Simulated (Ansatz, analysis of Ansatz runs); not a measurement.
# Interstitial H in fcc Cu, hop from an octahedral to the next tetrahedral site: migration barrier against experiment, part 2 of 2

Subject: interstitial H in fcc Cu, hop from an octahedral to the next tetrahedral site. Wanted: its migration barrier, in one set-up (PBE, 32-site cell, measured lattice, 420 eV, k: 4x4x4 Gamma-centred). The model is a cell of 32 host atoms with 1 H put in. The barrier is the energy of the highest image of a climbing band over the relaxed site that the atom leaves. The measured lattice removes the functional's error in the volume.

Ansatz 0.2.0; PBE, 32-site cell, measured lattice, 420 eV, k: 4x4x4 Gamma-centred.

So far: Starting point; Relaxation, charge 0.

**3. Nudged elastic band**

A band of images joins the two ends; its highest image climbs to the saddle, whose energy over the site left is the barrier.

This step: plane-wave PAW DFT, PBE; nudged elastic band between two relaxed defect structures at fixed charge.

neb/input.yaml reads:

```yaml
crystal:
  lattice:
    - [7.23, 0.0, 0.0]
    - [0.0, 7.23, 0.0]
    - [0.0, 0.0, 7.23]
  atoms:
    - { symbol: Cu, position: [0.0002594, 0.0, 0.0] }
    - { symbol: Cu, position: [0.001107991, 0.248892009, 0.248892009] }
    - { symbol: Cu, position: [0.25, 0.0, 0.2497406] }
    - { symbol: Cu, position: [0.25, 0.2497406, 0.0] }
    - { symbol: Cu, position: [0.000912115, 0.0, 0.5] }
    - { symbol: Cu, position: [0.001107991, 0.248892009, 0.751107991] }
    - { symbol: Cu, position: [0.25, 0.0, 0.7502594] }
    - { symbol: Cu, position: [0.25, 0.249087885, 0.5] }
    - { symbol: Cu, position: [0.000912115, 0.5, 0.0] }
    - { symbol: Cu, position: [0.001107991, 0.751107991, 0.248892009] }
    - { symbol: Cu, position: [0.25, 0.5, 0.249087885] }
    - { symbol: Cu, position: [0.25, 0.7502594, 0.0] }
    - { symbol: Cu, position: [0.005255268, 0.5, 0.5] }
    - { symbol: Cu, position: [0.001107991, 0.751107991, 0.751107991] }
    - { symbol: Cu, position: [0.25, 0.5, 0.750912115] }
    - { symbol: Cu, position: [0.25, 0.750912115, 0.5] }
    - { symbol: Cu, position: [0.4997406, 0.0, 0.0] }
    - { symbol: Cu, position: [0.498892009, 0.248892009, 0.248892009] }
    - { symbol: Cu, position: [0.75, 0.0, 0.249087885] }
    - { symbol: Cu, position: [0.75, 0.249087885, 0.0] }
    - { symbol: Cu, position: [0.499087885, 0.0, 0.5] }
    - { symbol: Cu, position: [0.498892009, 0.248892009, 0.751107991] }
    - { symbol: Cu, position: [0.75, 0.0, 0.750912115] }
    - { symbol: Cu, position: [0.75, 0.244744732, 0.5] }
    - { symbol: Cu, position: [0.499087885, 0.5, 0.0] }
    - { symbol: Cu, position: [0.498892009, 0.751107991, 0.248892009] }
    - { symbol: Cu, position: [0.75, 0.5, 0.244744732] }
    - { symbol: Cu, position: [0.75, 0.750912115, 0.0] }
    - { symbol: Cu, position: [0.494744732, 0.5, 0.5] }
    - { symbol: Cu, position: [0.498892009, 0.751107991, 0.751107991] }
    - { symbol: Cu, position: [0.75, 0.5, 0.755255268] }
    - { symbol: Cu, position: [0.75, 0.755255268, 0.5] }
    - { symbol: H, position: [0.75, 0.5, 0.5] }
basis:
  ecutwfc: 420
  xc_grid: 2
hamiltonian:
  xc: pbe
kpoints:
  mp_grid: { grid: [4, 4, 4] }
scf:
  occupations: { method: methfessel_paxton, width: 0.1 }
  max_iter: 120
output:
  forces: true
neb:
  images: 3
  f_tol: 0.04
  climbing: true
  initial_path: idpp
  max_iterations: 45
  order_check: false
  final_atoms:
    - { symbol: Cu, position: [-0.000313448, -0.000964651, -0.000964651] }
    - { symbol: Cu, position: [0.006563875, 0.243078362, 0.243078362] }
[... 7 atom lines left out ...]
    - { symbol: Cu, position: [0.000107363, 0.751838151, 0.249534874] }
[... 2 atom lines left out ...]
    - { symbol: Cu, position: [0.006563875, 0.507361866, 0.507361866] }
[... 4 atom lines left out ...]
    - { symbol: Cu, position: [0.497804086, 0.249534874, 0.249534874] }
[... 3 atom lines left out ...]
    - { symbol: Cu, position: [0.498237358, 0.249955686, 0.751404879] }
[... 1 atom line left out ...]
    - { symbol: Cu, position: [0.742280371, 0.243078362, 0.507361866] }
[... 1 atom line left out ...]
    - { symbol: Cu, position: [0.498237358, 0.751404879, 0.249955686] }
    - { symbol: Cu, position: [0.742280371, 0.507361866, 0.243078362] }
[... 1 atom line left out ...]
    - { symbol: Cu, position: [0.497804086, 0.500905354, 0.500905354] }
    - { symbol: Cu, position: [0.499356678, 0.750285559, 0.750285559] }
    - { symbol: Cu, position: [0.748736883, 0.500905354, 0.751838151] }
    - { symbol: Cu, position: [0.748736883, 0.751838151, 0.500905354] }
    - { symbol: H, position: [0.874422123, 0.375220114, 0.375220114] }
```

Started as:

```bash
$ ansatz run input.yaml --threads 4 --pin off --max-ram 14131MiB --backend cpu --events-out ev --progress --plain --runs-dir out
```

Numbers of over 12 decimals in the logs are rounded to 6 here.

The program printed:

```text
[...]
Warning: neb: disabling space-group detection — the band's intermediate images generally break the endpoint symmetry, so no spatial operation reduces the k-mesh or symmetrises the density, except that a semilocal band can use its path's symmetry ahead of [...]
[...]
NEB image 0
Crystal: 33 atoms, lattice volume = 377.933 Å³
Basis set: ecut = 420 eV, 7249 PW (Γ), exchange–correlation on 100×100×100 points (8 copies of the dense FFT grid, shifted against one another)
Bands: 366, of which v1, the nominal top of the filled ones, is band 305 counted from 1 (304 counted from 0)
Symmetry: 1 space group operations
k-points: 36 of 64 (time reversal used)
[...]
SCF iter   1: F=—  HF=-212020.928643 eV  |F-HF|=—  |Δ(HF+E_count)|=         —  Δρ=2.16e-3  dr2=1.09e-2  ethr=1.77e-3  ⟨swp⟩=4.8  Hψ=40832  notcnv=0  defer=609
[...]
SCF iter   8: F=-212020.929096 eV  HF=-212020.929096 eV  |F-HF|=8.25e-8  |Δ(HF+E_count)|=   6.04e-8  S|Δr|=    0.00e0  Δρ=2.95e-6  dr2=8.85e-8  ethr=1.64e-11  ⟨swp⟩=3.0  Hψ=42623  notcnv=0
SCF 1 converged in 8 iterations: F = -212020.929096 eV  dr2 = 8.85e-8
[...]
NSCF: frozen V_eff on 36 k-points
NEB image 4
SCF iter   1: F=—  HF=-212020.744512 eV  |F-HF|=—  |Δ(HF+E_count)|=         —  Δρ=2.67e-3  dr2=2.26e-2  ethr=1.77e-3  ⟨swp⟩=4.8  Hψ=40802  notcnv=0  defer=624
[...]
SCF iter   8: F=-212020.742670 eV  HF=-212020.742670 eV  |F-HF|=1.77e-8  |Δ(HF+E_count)|=   2.68e-8  S|Δr|=    0.00e0  Δρ=2.48e-6  dr2=1.84e-8  ethr=1.64e-11  ⟨swp⟩=4.1  Hψ=39174  notcnv=0
SCF 2 converged in 8 iterations: F = -212020.742670 eV  dr2 = 1.84e-8
[...]
NEB end point (image 0): max|allowed force component| = 1.582e-2 eV/Å (the criterion of neb.relax_end_points is 1.000e-2)
NEB end point (image 4): max|allowed force component| = 2.910e-3 eV/Å (the criterion of neb.relax_end_points is 1.000e-2)
NEB image 1
SCF iter   1: F=—  HF=-212020.764552 eV  |F-HF|=—  |Δ(HF+E_count)|=         —  Δρ=2.37e-3  dr2=1.40e-2  ethr=1.77e-3  ⟨swp⟩=4.8  Hψ=40591  notcnv=0  defer=627
[...]
SCF iter   9: F=-212020.764385 eV  HF=-212020.764385 eV  |F-HF|=2.05e-8  |Δ(HF+E_count)|=  8.73e-11  S|Δr|=    0.00e0  Δρ=2.22e-6  dr2=1.99e-8  ethr=1.64e-11  ⟨swp⟩=3.4  Hψ=36797  notcnv=0
SCF 3 converged in 9 iterations: F = -212020.764385 eV  dr2 = 1.99e-8
NEB image 2
SCF iter   1: F=—  HF=-212020.488586 eV  |F-HF|=—  |Δ(HF+E_count)|=         —  Δρ=2.54e-3  dr2=1.84e-2  ethr=1.77e-3  ⟨swp⟩=4.8  Hψ=40673  notcnv=0  defer=777
[...]
SCF iter   9: F=-212020.487619 eV  HF=-212020.487619 eV  |F-HF|=2.17e-8  |Δ(HF+E_count)|=   2.88e-9  S|Δr|=    0.00e0  Δρ=2.49e-6  dr2=2.12e-8  ethr=1.64e-11  ⟨swp⟩=3.3  Hψ=35952  notcnv=0
SCF 4 converged in 9 iterations: F = -212020.487619 eV  dr2 = 2.12e-8
NEB image 3
SCF iter   1: F=—  HF=-212020.529919 eV  |F-HF|=—  |Δ(HF+E_count)|=         —  Δρ=2.61e-3  dr2=2.06e-2  ethr=1.77e-3  ⟨swp⟩=4.8  Hψ=40608  notcnv=0  defer=732
[...]
SCF iter   9: F=-212020.528538 eV  HF=-212020.528538 eV  |F-HF|=1.93e-8  |Δ(HF+E_count)|=   3.73e-9  S|Δr|=    0.00e0  Δρ=2.41e-6  dr2=2.00e-8  ethr=1.64e-11  ⟨swp⟩=3.4  Hψ=36012  notcnv=0
SCF 5 converged in 9 iterations: F = -212020.528538 eV  dr2 = 2.00e-8
NEB iter   1: max|band force component| = 8.197e-1 eV/Å  barrier→ = 0.4415 eV  barrier← = 0.2551 eV  Δτ_max = 0.0627 Å  (43 SCF iters)
NEB image 1
[...]
SCF iter   8: F=-212020.792442 eV  HF=-212020.792442 eV  |F-HF|=1.96e-8  |Δ(HF+E_count)|=   7.37e-8  S|Δr|=    0.00e0  Δρ=1.21e-6  dr2=1.73e-8  ethr=1.64e-11  ⟨swp⟩=2.4  Hψ=47489  notcnv=0
SCF 6 converged in 8 iterations: F = -212020.792442 eV  dr2 = 1.73e-8
NEB image 2
[...]
SCF iter   9: F=-212020.565455 eV  HF=-212020.565455 eV  |F-HF|=1.59e-8  |Δ(HF+E_count)|=   2.25e-8  S|Δr|=    0.00e0  Δρ=1.22e-6  dr2=1.56e-8  ethr=1.64e-11  ⟨swp⟩=3.7  Hψ=36711  notcnv=0
SCF 7 converged in 9 iterations: F = -212020.565455 eV  dr2 = 1.56e-8
NEB image 3
[...]
SCF iter   8: F=-212020.591330 eV  HF=-212020.591330 eV  |F-HF|=9.75e-8  |Δ(HF+E_count)|=   1.09e-7  S|Δr|=    0.00e0  Δρ=3.30e-6  dr2=7.59e-8  ethr=1.64e-11  ⟨swp⟩=3.0  Hψ=50309  notcnv=0
SCF 8 converged in 8 iterations: F = -212020.591330 eV  dr2 = 7.59e-8
NEB iter   2: max|band force component| = 5.465e-1 eV/Å  barrier→ = 0.3636 eV  barrier← = 0.1772 eV  Δτ_max = 0.1853 Å  (25 SCF iters)
NEB image 1
[...]
SCF iter   9: F=-212020.803755 eV  HF=-212020.803755 eV  |F-HF|=6.98e-8  |Δ(HF+E_count)|=   9.51e-8  S|Δr|=    0.00e0  Δρ=2.55e-6  dr2=6.50e-8  ethr=1.64e-11  ⟨swp⟩=4.4  Hψ=47210  notcnv=0
SCF 9 converged in 9 iterations: F = -212020.803755 eV  dr2 = 6.50e-8
NEB image 2
[...]
SCF iter  10: F=-212020.579487 eV  HF=-212020.579487 eV  |F-HF|=3.82e-8  |Δ(HF+E_count)|=   1.55e-8  S|Δr|=    0.00e0  Δρ=3.23e-6  dr2=2.71e-8  ethr=1.64e-11  ⟨swp⟩=3.8  Hψ=37765  notcnv=0
SCF 10 converged in 10 iterations: F = -212020.579487 eV  dr2 = 2.71e-8
NEB image 3
[...]
SCF iter   9: F=-212020.629396 eV  HF=-212020.629397 eV  |F-HF|=7.67e-8  |Δ(HF+E_count)|=   9.60e-8  S|Δr|=    0.00e0  Δρ=2.86e-6  dr2=7.06e-8  ethr=1.64e-11  ⟨swp⟩=4.3  Hψ=46731  notcnv=0
SCF 11 converged in 9 iterations: F = -212020.629396 eV  dr2 = 7.06e-8
NEB iter   3: max|band force component| = 8.189e-1 eV/Å  barrier→ = 0.3496 eV  barrier← = 0.1632 eV  Δτ_max = 0.0945 Å  (28 SCF iters)
[...]
NEB iter   4: max|band force component| = 2.702e-1 eV/Å  barrier→ = 0.3108 eV  barrier← = 0.1243 eV  CI = image 2  Δτ_max = 0.1573 Å  (25 SCF iters)
[...]
NEB iter   5: max|band force component| = 6.532e-2 eV/Å  barrier→ = 0.3313 eV  barrier← = 0.1448 eV  CI = image 2  Δτ_max = 0.0116 Å  (25 SCF iters)
NEB image 1
[...]
SCF iter   6: F=-212020.769022 eV  HF=-212020.769022 eV  |F-HF|=8.68e-8  |Δ(HF+E_count)|=   5.47e-8  S|Δr|=    0.00e0  Δρ=3.38e-6  dr2=9.34e-8  ethr=1.64e-11  ⟨swp⟩=3.4  Hψ=50880  notcnv=0
SCF 18 converged in 6 iterations: F = -212020.769022 eV  dr2 = 9.34e-8
NEB image 2
[...]
SCF iter   6: F=-212020.598636 eV  HF=-212020.598637 eV  |F-HF|=2.77e-8  |Δ(HF+E_count)|=   2.14e-8  S|Δr|=    0.00e0  Δρ=2.35e-6  dr2=3.05e-8  ethr=1.64e-11  ⟨swp⟩=3.3  Hψ=36975  notcnv=0
SCF 19 converged in 6 iterations: F = -212020.598636 eV  dr2 = 3.05e-8
NEB image 3
[...]
SCF iter   7: F=-212020.672234 eV  HF=-212020.672234 eV  |F-HF|=1.34e-8  |Δ(HF+E_count)|=   1.92e-8  S|Δr|=    0.00e0  Δρ=1.72e-6  dr2=1.20e-8  ethr=1.64e-11  ⟨swp⟩=4.2  Hψ=37214  notcnv=0
SCF 20 converged in 7 iterations: F = -212020.672234 eV  dr2 = 1.20e-8
NEB image 1
[...]
NEB image 3
[...]
NEB image 2
[...]
NEB iter   6: max|band force component| = 2.031e-2 eV/Å  barrier→ = 0.3305 eV  barrier← = 0.1440 eV  CI = image 2  Δτ_max = 0.0000 Å  (19 SCF iters)
SCF converged after 6 iterations
[...]
Free energy (F): -212020.598636 eV
[...]
Internal energy: -212020.600093 eV  (E = F + TS)
E sigma→0 (E₀):  -212020.599000 eV
Entropy (-TS):   0.001456 eV (0.044 meV/atom)
Fermi energy:    16.827197 eV
[...]
--- Forces (eV/Å), atoms counted from 1 ---
  atom   1  Cu     0.00072976     0.00206557     0.00414409
  atom   2  Cu    -0.01231128     0.01262340     0.00927238
  [... 10 atoms left out ...]
  atom  13  Cu     0.00371844    -0.01389030     0.00851795
  [... 4 atoms left out ...]
  atom  18  Cu     0.00666528    -0.00130469     0.00109041
  [... 3 atoms left out ...]
  atom  22  Cu    -0.00169003    -0.00142200    -0.00074596
  [... 1 atom left out ...]
  atom  24  Cu     0.01312277     0.00409074     0.00186066
  [... 1 atom left out ...]
  atom  26  Cu    -0.00283347     0.00351846     0.00075424
  atom  27  Cu    -0.00574026    -0.00290465    -0.01201174
  [... 1 atom left out ...]
  atom  29  Cu     0.00248963    -0.00124357    -0.00088568
  [... 1 atom left out ...]
  atom  31  Cu    -0.00137262     0.00073557     0.00512113
  atom  32  Cu     0.00113725    -0.00491967    -0.00152253
  atom  33  H     -0.00367665     0.00457340    -0.00235326
  max |Σ_I F_I| component: 4.23e-5 eV/Å
--- Band table (eV; the first three rows and the last of 36) ---
[...]
[... further k-points left out ...]
this run last wrote the band of iteration 6 to <dir>
--- NEB band (5 images, 6 band iterations, 165 SCF iterations) ---
  forward barrier  = 0.330459 eV
  backward barrier = 0.144033 eV
  lagrangian_above_aufbau_ev (what the smearing adds, to first order; not taken off the barriers): saddle image -0.000360 eV, end points -0.001595 and +0.000540 eV
  climbing image's point = of an order that was not read
  energies are F+E_penalty+E_count in eV, relative to image 0
  image     s (Å)  Δ vs image 0  max|band force component| (eV/Å)
      0    0.0000      0.000000                                 —
      1    0.4810      0.160073                          1.570e-2
  *   2    0.9620      0.330459                          1.344e-2
      3    1.2822      0.256862                          2.031e-2
      4    1.6024      0.186426                                 —
  climbing-image geometry (image 2):
  cell:  # Å, volume = 377.9331 Å³
    - [7.23, 0.0, 0.0]
    - [0.0, 7.23, 0.0]
    - [0.0, 0.0, 7.23]
  atoms:
    - { symbol: Cu, position: [-0.000874, 0.002219, 0.001977] }
    - { symbol: Cu, position: [-0.002806, 0.252563, 0.252845] }
    - { symbol: Cu, position: [0.247772, 0.002112, 0.250558] }
    - { symbol: Cu, position: [0.247633, 0.250757, 0.002010] }
    - { symbol: Cu, position: [0.000699, -0.001651, 0.500655] }
    - { symbol: Cu, position: [0.000641, 0.249234, 0.750540] }
    - { symbol: Cu, position: [0.249057, 0.000761, 0.751786] }
    - { symbol: Cu, position: [0.251464, 0.249265, 0.500616] }
    - { symbol: Cu, position: [0.000484, 0.500544, -0.001582] }
    - { symbol: Cu, position: [0.000797, 0.751116, 0.248915] }
    - { symbol: Cu, position: [0.251438, 0.500652, 0.249009] }
    - { symbol: Cu, position: [0.249179, 0.751680, 0.000642] }
    - { symbol: Cu, position: [0.014053, 0.508371, 0.507354] }
    - { symbol: Cu, position: [0.000630, 0.752313, 0.752410] }
    - { symbol: Cu, position: [0.251829, 0.500549, 0.752669] }
    - { symbol: Cu, position: [0.252032, 0.752706, 0.500569] }
    - { symbol: Cu, position: [0.498120, 0.000677, 0.000677] }
    - { symbol: Cu, position: [0.498857, 0.249116, 0.248949] }
    - { symbol: Cu, position: [0.749148, -0.001638, 0.248941] }
    - { symbol: Cu, position: [0.749296, 0.249415, -0.001576] }
    - { symbol: Cu, position: [0.496949, -0.002239, 0.500591] }
    - { symbol: Cu, position: [0.497436, 0.249225, 0.752466] }
    - { symbol: Cu, position: [0.749259, -0.002075, 0.752849] }
    - { symbol: Cu, position: [0.741471, 0.235347, 0.507633] }
    - { symbol: Cu, position: [0.497538, 0.500503, -0.002001] }
    - { symbol: Cu, position: [0.497575, 0.752224, 0.249103] }
    - { symbol: Cu, position: [0.742383, 0.507782, 0.236571] }
    - { symbol: Cu, position: [0.749323, 0.752301, -0.002062] }
    - { symbol: Cu, position: [0.497373, 0.500453, 0.500398] }
    - { symbol: Cu, position: [0.499811, 0.749956, 0.750160] }
    - { symbol: Cu, position: [0.749507, 0.500333, 0.751840] }
    - { symbol: Cu, position: [0.749350, 0.752704, 0.500448] }
    - { symbol: H, position: [0.825545, 0.423858, 0.425171] }
```

Wall time 74 min (4 threads of Arm Neoverse V2, shared host); peak memory 11 GiB; 4.9 h of CPU time.

Reading the cycles: dr2 is the Hartree energy of the density residual (eV), the measure of convergence; HF is the Harris–Foulkes estimate of the energy, which meets the free energy F at convergence.

The path, image by image:

```tsv
image	path (Å)	energy (eV)	H33: x, y, z (Å)
0	0.000	0.0000	5.423, 3.615, 3.615
1	0.481	0.1601	5.696, 3.338, 3.348
2	0.962	0.3305	5.969, 3.064, 3.074
3	1.282	0.2569	6.155, 2.878, 2.885
4	1.602	0.1864	6.322, 2.713, 2.713
```

Numbers from this step:

| Quantity | Value |
| --- | --- |
| free energy | -212020.5986 eV |
| smearing term TS | -0.001456 eV |
| barrier forward | 0.3305 eV |
| barrier backward | 0.1440 eV |

**4. Results**

| Quantity | Value |
| --- | --- |
| migration barrier (saddle less minimum) | 0.33 eV |
| energy difference of the two ends | 0.19 eV |
| length of the hop | 1.56 Å |
| time of the whole chain | 78 min on 4 threads |

**Reading.** Migration barrier: computed 0.33 eV, measured 0.375 eV; 0.04 eV below the measurement. The measured number is an Arrhenius activation energy of long-range diffusion; for H it holds zero-point energy, and trapping at vacancies and dislocations can raise it. One hop between neighbouring sites is computed at the host's lattice. Limits: the periodic copies of the defect are only 7.2 Å apart.

[Logs are printed without paths, hosts, clocks, repeated set-up lines and the standing remarks that a program may print on its own settings, such as how far it seeks lower states.]

[Hosts, paths, dates, database ids (printed as entryN), source tags and the programs' standing remarks are cut or masked in the printed files.]

[For some hosts the program warned that the k-mesh of the response run may be too coarse for force constants and the static dielectric constant; such warnings are not shown here.]
